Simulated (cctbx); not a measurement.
# CsCu3 across an absorption edge

Space group P6_3/mmc (no. 194), a = 6.8150 Å, b = 6.8150 Å, c = 5.7430 Å, α = 90.00°, β = 90.00°, γ = 120.00°.

```
atom  mult.       x       y    z  Ueq (Å²)
 Cs1      2     2/3     1/3  1/4    0.0082
 Cu1      6  0.1690  0.8310  1/4    0.0129
```

The model is made up (kin elements in a known structure type, no relaxation), so it says nothing on whether the phase exists.

Calculated with cctbx: free-atom f′ and f″ from the Sasaki tables, no fine structure; amplitudes in electrons.

```csv
E (eV),F 0 1 3,F 0 0 2,F 1 1 2,F 1 1 0
8379,34.8,216.8,43.5,49.0
8729,36.1,212.2,45.0,50.6
8859,37.3,208.0,46.4,52.0
8919,38.4,204.0,47.7,53.3
8949,39.5,199.9,49.0,54.7
8964,40.7,195.7,50.3,56.1
8971,41.7,191.9,51.5,57.3
8975,42.8,187.9,52.8,58.7
8983,42.3,189.2,52.2,58.2
8987,40.9,193.9,50.7,56.5
8994,39.7,198.0,49.3,55.1
9009,38.4,202.5,47.8,53.6
9039,37.2,207.0,46.4,52.1
9129,35.5,212.9,44.4,50.1
9379,33.7,219.5,42.4,48.0
```

**Question.** Which edge is crossed, and why do the reflections move as they do?

The K edge of Cu. The edge is at 8979 eV. f′ of Cu falls from -4.0 e at 8859 eV to -7.5 e at 4 eV below it, and f″ steps from 0.48 to 3.90 e across it. Over that approach |F| changes by +15 % (0 1 3), -10 % (0 0 2), +14 % (1 1 2) and +13 % (1 1 0): a reflection falls where Cu scatters in phase with the total and rises where it scatters against it; it hardly moves where the Cu term is small or cancels by symmetry. Above the edge the larger f″ enters the imaginary part, where it can add to or cancel the other atoms' f″. The structure is centrosymmetric, so Friedel mates stay equal.

[Logs are printed without paths, hosts, clocks, repeated set-up lines and the standing remarks that a program may print on its own settings, such as how far it seeks lower states.]
